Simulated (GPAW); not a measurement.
**linear W chain, spacing 2.521 A: cost and accuracy of the functional**

How far do the magnetic results of linear W chain, spacing 2.521 A hang on the functional?

Calculated with GPAW 26.7.0; several functionals; plane waves with GPAW's PAW setups, scalar-relativistic.

### Step 1. The starting structure

The cell holds 1 atom: 1 W. Cell: a = 12.000 Å, b = 12.000 Å, c = 2.521 Å, α = 90.0°, β = 90.0°, γ = 90.0°. model lattice. Vacuum lies along a and b. The structure's axis is c.

### Step 2. Set 1 (LDA), start ferro +

Each set takes another functional on the same cell and mesh.

order1.py

```python
import json
import numpy as np
from ase import Atoms
from ase.parallel import paropen, parprint
from gpaw import GPAW

atoms = Atoms(['W'],
    cell=[[12.0, 0.0, 0.0],
         [0.0, 12.0, 0.0],
         [0.0, 0.0, 2.521]],
    scaled_positions=[[0.5, 0.5, 0.0]],
    pbc=True,
    magmoms=[1.0])
atoms.calc = GPAW(mode={'name': 'pw', 'ecut': 600},
    xc='LDA',
    kpts={'size': (1, 1, 10), 'gamma': True},
    occupations={'name': 'fermi-dirac', 'width': 0.05},
    convergence={'density': 1e-06, 'energy': 1e-05},
    maxiter=200,
    symmetry={'tolerance': 1e-4},
    txt='order1.txt')
e = atoms.get_potential_energy(force_consistent=True)
res = {'free_energy': e, 'energy_sigma0': atoms.get_potential_energy(), 'fermi_energy': atoms.calc.get_fermi_level()}
res['moments'] = atoms.get_magnetic_moments().tolist()
res['total'] = atoms.get_magnetic_moment()
parprint('site moments (muB):', np.round(res['moments'], 3))
parprint(f"total moment: {res['total']:.3f} muB")
parprint(f'free energy: {e:.6f} eV')
atoms.calc.write('order1.gpw')
with paropen('results.json', 'w') as f:
    json.dump(res, f)
```

Launch:

```
> OMP_NUM_THREADS=1 python3 order1.py > order1.log
```

The log of the run:

```text
site moments (muB): [0.241]
total moment: 0.357 muB
free energy: -5.956635 eV

--- order1.txt ---
Input parameters:
  mode=PW(ecut=600),
  convergence={'density': 1e-06, 'energy': 1e-05},
  kpts=MonkhorstPack(size=(1, 1, 10), gamma=True),
  maxiter=200,
  occupations=Occupations(name='fermi-dirac', width=0.05),
  symmetry=Symmetry(tolerance=0.0001),
  xc=XC(name='LDA')

Diagonalizing LCAO Hamiltonian
Converting LCAO to pw mode
        .----------------------------.
       /|                            |
      / |                            |
     /  .----------------------------.
    /  /                            /
   /  /                            /
  /  /                            /
 *  /              W             /
 | /                            /
 |/                            /
 *----------------------------*

Atoms  # Å, Bohr magnetons
|   | symbol |        x |        y |        z |    initial magnetic moments |
|---|--------|----------|----------|----------|-----------------------------|
| 0 |      W | 6.000000 | 6.000000 | 0.000000 | ( 0.0000,  0.0000,  1.0000) |

Unit cell  # Å
| periodic |         x |         y |        z |   lengths |    angles |
|----------|-----------|-----------|----------|-----------|-----------|
|      yes | 12.000000 |  0.000000 | 0.000000 | 12.000000 | 90.000000 |
|      yes |  0.000000 | 12.000000 | 0.000000 | 12.000000 | 90.000000 |
|      yes |  0.000000 |  0.000000 | 2.521000 |  2.521000 | 90.000000 |

Number of symmetries: 16

BZ-sampling:
  Number of BZ points: 10
  Number of IBZ points: 6

  Monkhorst-Pack size: [1, 1, 10]
  Monkhorst-Pack shift: [0.0, 0.0, 0.05]

Plane wave coefficients: 12162
Cutoff: 600.0 eV

Spin-components: 2 (collinear spins)
Bands:           13
Projectors:      6
Spin-degeneracy: 1
Datatype:        complex128

Parallelization:
  kpt:    1
  domain: 1
  band:   1

Density:
  Valence electrons: 14.0
  Components: 2
  Grid points: [70 70 15]
  Charge: 0.0  # |e|

Potential:
  Grid points: [70 70 15]

[... setups left out ...]
Reference energy: -438516.106214  # eV

eigensolver:
  PPCG
  Converge bands: occupied
  niter=2

density mixing:
  MSR1-Mixer
  Pratt-step length: 0.05
  Maximum mixing coefficient: 0.75
  Old densities: 10
  SVD Regularization: 0.005
  Good broyden scale: 1.0
  Trust region scale: 1.0
  Backstep threshold: 4.0
  History deletion threshold: 6.0
  Fourier metric: weight=20.0, sigma=0.015

occupation numbers:
  Fermi-Dirac:
    width: 0.0500  # eV

poisson solver:
  ecut: 4800.0  # eV

xc functional:
  name: None

convergence criteria:
- Maximum integral of absolute [dens]ity change: 1e-06 electrons / valence electron
- Maximum [total energy] change in last 3 cyles: 1e-05 eV / valence electron
- Maximum integral of absolute [eigenst]ate change: 4e-08 eV^2 / valence electron
maximum number of iterations: 200

SCF iterations
|iter     |      energy | eigst |  dens |  magmom |
|---------|-------------|-------|-------|---------|
|iter:   1|       0s |   -6.327511 | -0.13 |       |  +1.0010|
|iter:   2|       2s |   -6.260388 | -1.42 | -1.00 |  +1.0028|
|iter:   3|       4s |   -5.906070 | -1.43 | -1.04 |  +1.0839|
|iter:   4|       8s |   -5.922578 | -2.38 | -1.45 |  +0.9117|
|iter:   5|      12s |   -5.943109 | -3.09 | -1.49 |  +0.6284|
|iter:   6|      16s |   -5.947886 | -3.31 | -1.79 |  +0.3485|
|iter:   7|      19s |   -5.948348 | -3.96 | -2.35 |  +0.3881|
|iter:   8|      24s |   -5.948056 | -4.41 | -2.84 |  +0.3651|
|iter:   9|      29s |   -5.947914 | -4.93 | -3.35 |  +0.3590|
|iter:  10|      33s |   -5.947884 | -5.38 | -3.86 |  +0.3571|
|iter:  11|      36s |   -5.947885c| -5.78 | -4.56 |  +0.3572|
|iter:  12|      40s |   -5.947886c| -6.16 | -5.16 |  +0.3573|
|iter:  13|      43s |   -5.947886c| -6.57 | -5.88 |  +0.3573|
|iter:  14|      47s |   -5.947886c| -6.94 | -6.04c|  +0.3573|
|iter:  15|      49s |   -5.947886c| -7.33 | -6.56c|  +0.3573|
|iter:  16|      52s |   -5.947886c| -7.60c| -7.01c|  +0.3573|

Converged in 16 steps
Energy contributions relative to reference atoms: (reference = -438516.106214)

Energy contributions:
  Kinetic:         -12.803081
  Coulomb:          11.025339
  Zero:             -0.119020
  External:          0.000000
  Xc:               -4.042374
  Entropy:          -0.017499
  Spinorbit:         0.000000
  ----------------------------
  Free energy:      -5.956635
  Extrapolated:     -5.947886

dipole moment: (0.000012, 0.000012, -9.408049)  # |e|*Ang

Total magnetic moment: (0.000000, 0.000000, 0.357287)

Local magnetic moments
|        x |        y |        z |
|----------|----------|----------|
| 0.000000 | 0.000000 | 0.241347 |  # W    0

Fermi level: -4.092
Eigenvalues  # (at kpt = [0.000, 0.000, 0.000])
| band index |      eig [eV] | occ [0-1] |      eig [eV] | occ [0-1] |
|------------|---------------|-----------|---------------|-----------|
|          0 |       -78.048 |     1.000 |       -77.930 |     1.000 |
|          1 |       -42.597 |     1.000 |       -42.403 |     1.000 |
|          2 |       -42.597 |     1.000 |       -42.403 |     1.000 |
|          3 |       -41.349 |     1.000 |       -41.279 |     1.000 |
|          4 |        -8.784 |     1.000 |        -8.720 |     1.000 |
|          5 |        -5.728 |     1.000 |        -5.555 |     1.000 |
|          6 |        -4.667 |     1.000 |        -4.432 |     0.999 |
|          7 |        -4.667 |     1.000 |        -4.431 |     0.999 |
|          8 |        -2.191 |     0.000 |        -2.099 |     0.000 |
|          9 |        -2.191 |     0.000 |        -2.099 |     0.000 |
|         10 |        -0.331 |     0.000 |        -0.181 |     0.000 |
|         11 |        -0.331 |     0.000 |        -0.181 |     0.000 |
|         12 |         0.492 |     0.000 |         0.504 |     0.000 |

No gap
No difference between direct/indirect transitions
```

Wall time 60 s (1 MPI rank of Intel Xeon Platinum 8375C at 2.90GHz (Ice Lake), shared host); peak memory 0.33 GiB.

Read from the output:

```yaml
magnetization: 0.3573 μB
final_state: ferromagnetic
largest_moment: 0.2413 μB
```

After 16 cycles the largest moment stands at 0.241 μB.

### Step 3. Set 1 (LDA), start antiferro q=(0,0,1/2) +-

The second start gives the energy difference between the two end states, the quantity that is followed from set to set. Its q is in fractions of the reciprocal vectors of the first run's cell.

order2.py is the script of step 2 with these lines changed:

```diff
@@ -6,12 +6,13 @@
 
-atoms = Atoms(['W'],
+atoms = Atoms(['W', 'W'],
     cell=[[12.0, 0.0, 0.0],
          [0.0, 12.0, 0.0],
-         [0.0, 0.0, 2.521]],
-    scaled_positions=[[0.5, 0.5, 0.0]],
+         [0.0, 0.0, 5.042]],
+    scaled_positions=[[0.5, 0.5, 0.0],
+         [0.5, 0.5, 0.5]],
     pbc=True,
-    magmoms=[1.0])
+    magmoms=[1.0, -1.0])
 atoms.calc = GPAW(mode={'name': 'pw', 'ecut': 600},
     xc='LDA',
-    kpts={'size': (1, 1, 10), 'gamma': True},
+    kpts={'size': (1, 1, 5), 'gamma': True},
     occupations={'name': 'fermi-dirac', 'width': 0.05},
@@ -20,3 +21,3 @@
     symmetry={'tolerance': 1e-4},
-    txt='order1.txt')
+    txt='order2.txt')
 e = atoms.get_potential_energy(force_consistent=True)
@@ -28,3 +29,3 @@
 parprint(f'free energy: {e:.6f} eV')
-atoms.calc.write('order1.gpw')
+atoms.calc.write('order2.gpw')
 with paropen('results.json', 'w') as f:
```

Launch:

```
> OMP_NUM_THREADS=1 python3 order2.py > order2.log
```

The log of the run:

```text
site moments (muB): [ 1.844 -1.844]
total moment: 0.000 muB
free energy: -12.165919 eV

--- order2.txt ---
Input parameters:
  mode=PW(ecut=600),
  convergence={'density': 1e-06, 'energy': 1e-05},
  kpts=MonkhorstPack(size=(1, 1, 5), gamma=True),
  maxiter=200,
  occupations=Occupations(name='fermi-dirac', width=0.05),
  symmetry=Symmetry(tolerance=0.0001),
  xc=XC(name='LDA')

Diagonalizing LCAO Hamiltonian
Converting LCAO to pw mode
        .----------------------------.
       /|                            |
      / |                            |
     /  |                            |
    /   |                            |
   /    |                            |
  /     .----------------------------.
 *     /           W                /
 |    /                            /
 |   /                            /
 |  /              W             /
 | /                            /
 |/                            /
 *----------------------------*

Atoms  # Å, Bohr magnetons
|   | symbol |        x |        y |        z |    initial magnetic moments |
|---|--------|----------|----------|----------|-----------------------------|
| 0 |      W | 6.000000 | 6.000000 | 0.000000 | ( 0.0000,  0.0000,  1.0000) |
| 1 |      W | 6.000000 | 6.000000 | 2.521000 | ( 0.0000,  0.0000, -1.0000) |

Number of symmetries: 16

BZ-sampling:
  Number of BZ points: 5
  Number of IBZ points: 3

  Monkhorst-Pack size: [1, 1, 5]
  Monkhorst-Pack shift: [0, 0, 0]

Plane wave coefficients: 24256
Cutoff: 600.0 eV

Spin-components: 2 (collinear spins)
Bands:           21
Projectors:      12
Spin-degeneracy: 1
Datatype:        complex128

[...]
|iter:  20|     143s |  -12.147158c| -7.64c| -5.49 |  +0.0000|
|iter:  21|     149s |  -12.147158c| -7.76c| -6.07c|  +0.0000|

Converged in 21 steps
Energy contributions relative to reference atoms: (reference = -877032.212428)

Energy contributions:
  Kinetic:         -15.117498
  Coulomb:          15.858761
  Zero:             -0.324449
  External:          0.000000
  Xc:              -12.545211
  Entropy:          -0.037522
  Spinorbit:         0.000000
  ----------------------------
  Free energy:     -12.165919
  Extrapolated:    -12.147158

dipole moment: (0.000024, 0.000024, -18.724909)  # |e|*Ang

Total magnetic moment: (0.000000, 0.000000, 0.000004)

Local magnetic moments
|        x |        y |         z |
|----------|----------|-----------|
| 0.000000 | 0.000000 |  1.844295 |  # W    0
| 0.000000 | 0.000000 | -1.844293 |  # W    1

Fermi level: -3.860
Eigenvalues  # (at kpt = [0.000, 0.000, 0.000])
| band index |      eig [eV] | occ [0-1] |      eig [eV] | occ [0-1] |
|------------|---------------|-----------|---------------|-----------|
|          0 |       -77.497 |     1.000 |       -77.497 |     1.000 |
|        ... |               |           |               |           |
|          6 |       -40.824 |     1.000 |       -40.824 |     1.000 |
|          7 |       -40.658 |     1.000 |       -40.658 |     1.000 |
|          8 |        -8.455 |     1.000 |        -8.455 |     1.000 |
|          9 |        -5.959 |     1.000 |        -5.959 |     1.000 |
[...]
|         17 |        -1.870 |     0.000 |        -1.870 |     0.000 |
|         18 |        -1.870 |     0.000 |        -1.870 |     0.000 |
|         19 |         0.408 |     0.000 |         0.408 |     0.000 |
|         20 |         0.408 |     0.000 |         0.408 |     0.000 |

Gap: 0.224 eV
Transition (v -> c):
  (s=1, k=2, n=13, [0.00, 0.00, 0.40]) -> (s=0, k=2, n=14, [0.00, 0.00, 0.40])
No difference between direct/indirect transitions
```

Run time: 2.7 min. Hardware: 1 MPI rank; peak memory 0.54 GiB.

This step gave:

```yaml
magnetization: 0 μB
final_state: antiferromagnetic
largest_moment: 1.844 μB
```

This start lies -126.3 meV a seeded atom from the first; its largest moment is 1.84 μB.

### Step 4. Set 2 (PBE), start ferro +

order1.py is the script of step 2 with these lines changed:

```diff
@@ -14,3 +14,3 @@
 atoms.calc = GPAW(mode={'name': 'pw', 'ecut': 600},
-    xc='LDA',
+    xc='PBE',
     kpts={'size': (1, 1, 10), 'gamma': True},
```

Launch:

```
> OMP_NUM_THREADS=1 python3 order1.py > order1.log
```

The log of the run:

```text
site moments (muB): [0.288]
total moment: 0.425 muB
free energy: -5.441458 eV

--- order1.txt ---
Input parameters:
  mode=PW(ecut=600),
  convergence={'density': 1e-06, 'energy': 1e-05},
  kpts=MonkhorstPack(size=(1, 1, 10), gamma=True),
  maxiter=200,
  occupations=Occupations(name='fermi-dirac', width=0.05),
  symmetry=Symmetry(tolerance=0.0001),
  xc=XC(name='PBE')

Diagonalizing LCAO Hamiltonian
[...]
|          3 |       -41.116 |     1.000 |       -41.034 |     1.000 |
|          4 |        -8.508 |     1.000 |        -8.458 |     1.000 |
[...]
|          9 |        -2.016 |     0.000 |        -1.884 |     0.000 |
|         10 |        -0.084 |     0.000 |         0.113 |     0.000 |
|         11 |        -0.084 |     0.000 |         0.113 |     0.000 |
|         12 |         0.464 |     0.000 |         0.478 |     0.000 |

No gap
No difference between direct/indirect transitions


[key lines of the parts left out:]
Free energy:      -5.441458
Converged in 17 steps
dipole moment: (0.000012, 0.000012, -9.387428)  # |e|*Ang
Fermi level: -3.848
```

Run time: 77 s. Hardware: 1 MPI rank; peak memory 0.36 GiB.

Numbers from this step:

```
magnetization  : 0.4251 μB
final state    : ferromagnetic
largest moment : 0.2883 μB
```

The largest moment moves by +0.05 μB from set 1, at 1.3 times its CPU time.

### Step 5. Set 2 (PBE), start antiferro q=(0,0,1/2) +-

order2.py is the script of step 3 with these lines changed:

```diff
@@ -15,3 +15,3 @@
 atoms.calc = GPAW(mode={'name': 'pw', 'ecut': 600},
-    xc='LDA',
+    xc='PBE',
     kpts={'size': (1, 1, 5), 'gamma': True},
```

Launch:

```
> OMP_NUM_THREADS=1 python3 order2.py > order2.log
```

The log of the run:

```text
site moments (muB): [ 2.144 -2.144]
total moment: -0.000 muB
free energy: -11.735103 eV

--- order2.txt ---
Input parameters:
  mode=PW(ecut=600),
  convergence={'density': 1e-06, 'energy': 1e-05},
  kpts=MonkhorstPack(size=(1, 1, 5), gamma=True),
  maxiter=200,
  occupations=Occupations(name='fermi-dirac', width=0.05),
  symmetry=Symmetry(tolerance=0.0001),
  xc=XC(name='PBE')

Diagonalizing LCAO Hamiltonian
[...]
|         17 |        -1.072 |     0.000 |        -1.072 |     0.000 |
|         18 |        -1.071 |     0.000 |        -1.071 |     0.000 |
|         19 |         0.970 |     0.000 |         0.970 |     0.000 |
|         20 |         0.970 |     0.000 |         0.970 |     0.000 |

Gap: 0.620 eV
Transition (v -> c):
  (s=1, k=2, n=13, [0.00, 0.00, 0.40]) -> (s=1, k=2, n=14, [0.00, 0.00, 0.40])
No difference between direct/indirect transitions


[key lines of the parts left out:]
Free energy:     -11.735103
Converged in 21 steps
dipole moment: (0.000024, 0.000024, -18.670200)  # |e|*Ang
Fermi level: -3.474
```

Run time: 3.2 min. Hardware: 1 MPI rank; peak memory 0.59 GiB.

Read from the output:

| Item | Value |
| --- | --- |
| magnetization | 0 μB |
| final state | antiferromagnetic |
| largest moment | 2.144 μB |

This start lies -426.1 meV a seeded atom from the first, a change of -299.8 meV since set 1; its largest moment is 2.14 μB.

### Step 6. Set 3 (revPBE), start ferro +

order1.py is the script of step 4 with these lines changed:

```diff
@@ -14,3 +14,3 @@
 atoms.calc = GPAW(mode={'name': 'pw', 'ecut': 600},
-    xc='PBE',
+    xc='revPBE',
     kpts={'size': (1, 1, 10), 'gamma': True},
```

Launch:

```
> OMP_NUM_THREADS=1 python3 order1.py > order1.log
```

The log of the run:

```text
site moments (muB): [0.629]
total moment: 0.954 muB
free energy: -5.231789 eV

--- order1.txt ---
Input parameters:
  mode=PW(ecut=600),
  convergence={'density': 1e-06, 'energy': 1e-05},
  kpts=MonkhorstPack(size=(1, 1, 10), gamma=True),
  maxiter=200,
  occupations=Occupations(name='fermi-dirac', width=0.05),
  symmetry=Symmetry(tolerance=0.0001),
  xc=XC(name='revPBE')

Diagonalizing LCAO Hamiltonian
[...]
|          3 |       -40.984 |     1.000 |       -40.767 |     1.000 |
|          4 |        -8.364 |     1.000 |        -8.189 |     1.000 |
[...]
|          9 |        -2.009 |     0.000 |        -1.689 |     0.000 |
|         10 |        -0.078 |     0.000 |         0.413 |     0.000 |
|         11 |        -0.078 |     0.000 |         0.413 |     0.000 |
|         12 |         0.375 |     0.000 |         0.413 |     0.000 |

No gap
No difference between direct/indirect transitions


[key lines of the parts left out:]
Free energy:      -5.231789
Converged in 25 steps
dipole moment: (0.000012, 0.000012, -9.376453)  # |e|*Ang
Fermi level: -3.717
```

Run time: 93 s. Hardware: 1 MPI rank; peak memory 0.37 GiB.

Numbers from this step:

* magnetization: 0.9543 μB
* final state: ferromagnetic
* largest moment: 0.6294 μB

The largest moment moves by +0.34 μB from set 2, at 1.2 times its CPU time.

### Step 7. Set 3 (revPBE), start antiferro q=(0,0,1/2) +-

order2.py is the script of step 5 with these lines changed:

```diff
@@ -15,3 +15,3 @@
 atoms.calc = GPAW(mode={'name': 'pw', 'ecut': 600},
-    xc='PBE',
+    xc='revPBE',
     kpts={'size': (1, 1, 5), 'gamma': True},
```

Launch:

```
> OMP_NUM_THREADS=1 python3 order2.py > order2.log
```

The log of the run:

```text
site moments (muB): [ 2.216 -2.216]
total moment: -0.000 muB
free energy: -11.568481 eV

--- order2.txt ---
Input parameters:
  mode=PW(ecut=600),
  convergence={'density': 1e-06, 'energy': 1e-05},
  kpts=MonkhorstPack(size=(1, 1, 5), gamma=True),
  maxiter=200,
  occupations=Occupations(name='fermi-dirac', width=0.05),
  symmetry=Symmetry(tolerance=0.0001),
  xc=XC(name='revPBE')

Diagonalizing LCAO Hamiltonian
[...]
|         17 |        -0.808 |     0.000 |        -0.808 |     0.000 |
|         18 |        -0.806 |     0.000 |        -0.806 |     0.000 |
|         19 |         1.131 |     0.000 |         1.131 |     0.000 |
|         20 |         1.131 |     0.000 |         1.131 |     0.000 |

Gap: 0.764 eV
Transition (v -> c):
  (s=1, k=2, n=13, [0.00, 0.00, 0.40]) -> (s=0, k=2, n=14, [0.00, 0.00, 0.40])
No difference between direct/indirect transitions


[key lines of the parts left out:]
Free energy:     -11.568481
Converged in 20 steps
dipole moment: (0.000024, 0.000024, -18.649574)  # |e|*Ang
Fermi level: -3.342
```

The job ended after 2.8 min (1 MPI rank; peak memory 0.59 GiB).

This step gave:

* magnetization: 0 μB
* final state: antiferromagnetic
* largest moment: 2.216 μB

This start lies -552.5 meV a seeded atom from the first, a change of -126.4 meV since set 2; its largest moment is 2.22 μB.

(Continued in part 2 of 2.)

[Long decimals in the printed logs are rounded to 6 places.]

[Logs and program files are shortened in this print: banners, set-up blocks, solver, clock and traceback lines can be left out without a mark of their own.]

[Logs are printed without paths, hosts, clocks, repeated set-up lines and the standing remarks that a program may print on its own settings, such as how far it seeks lower states.]

[Hosts, paths, dates, database ids (printed as entryN), source tags and the programs' standing remarks are cut or masked in the printed files.]

[Where the starting crystal was built by hand or by swapping elements, it need not be the compound's stable phase.]

[Where a cell is said to come from a database of computed structures, the database is the Materials Project.]

[Runs that the program refused, that were killed for memory or that had too few empty states are not shown or counted.]

[Lattice constants of own cells that a recipe calls measured were typed without a cited source.]
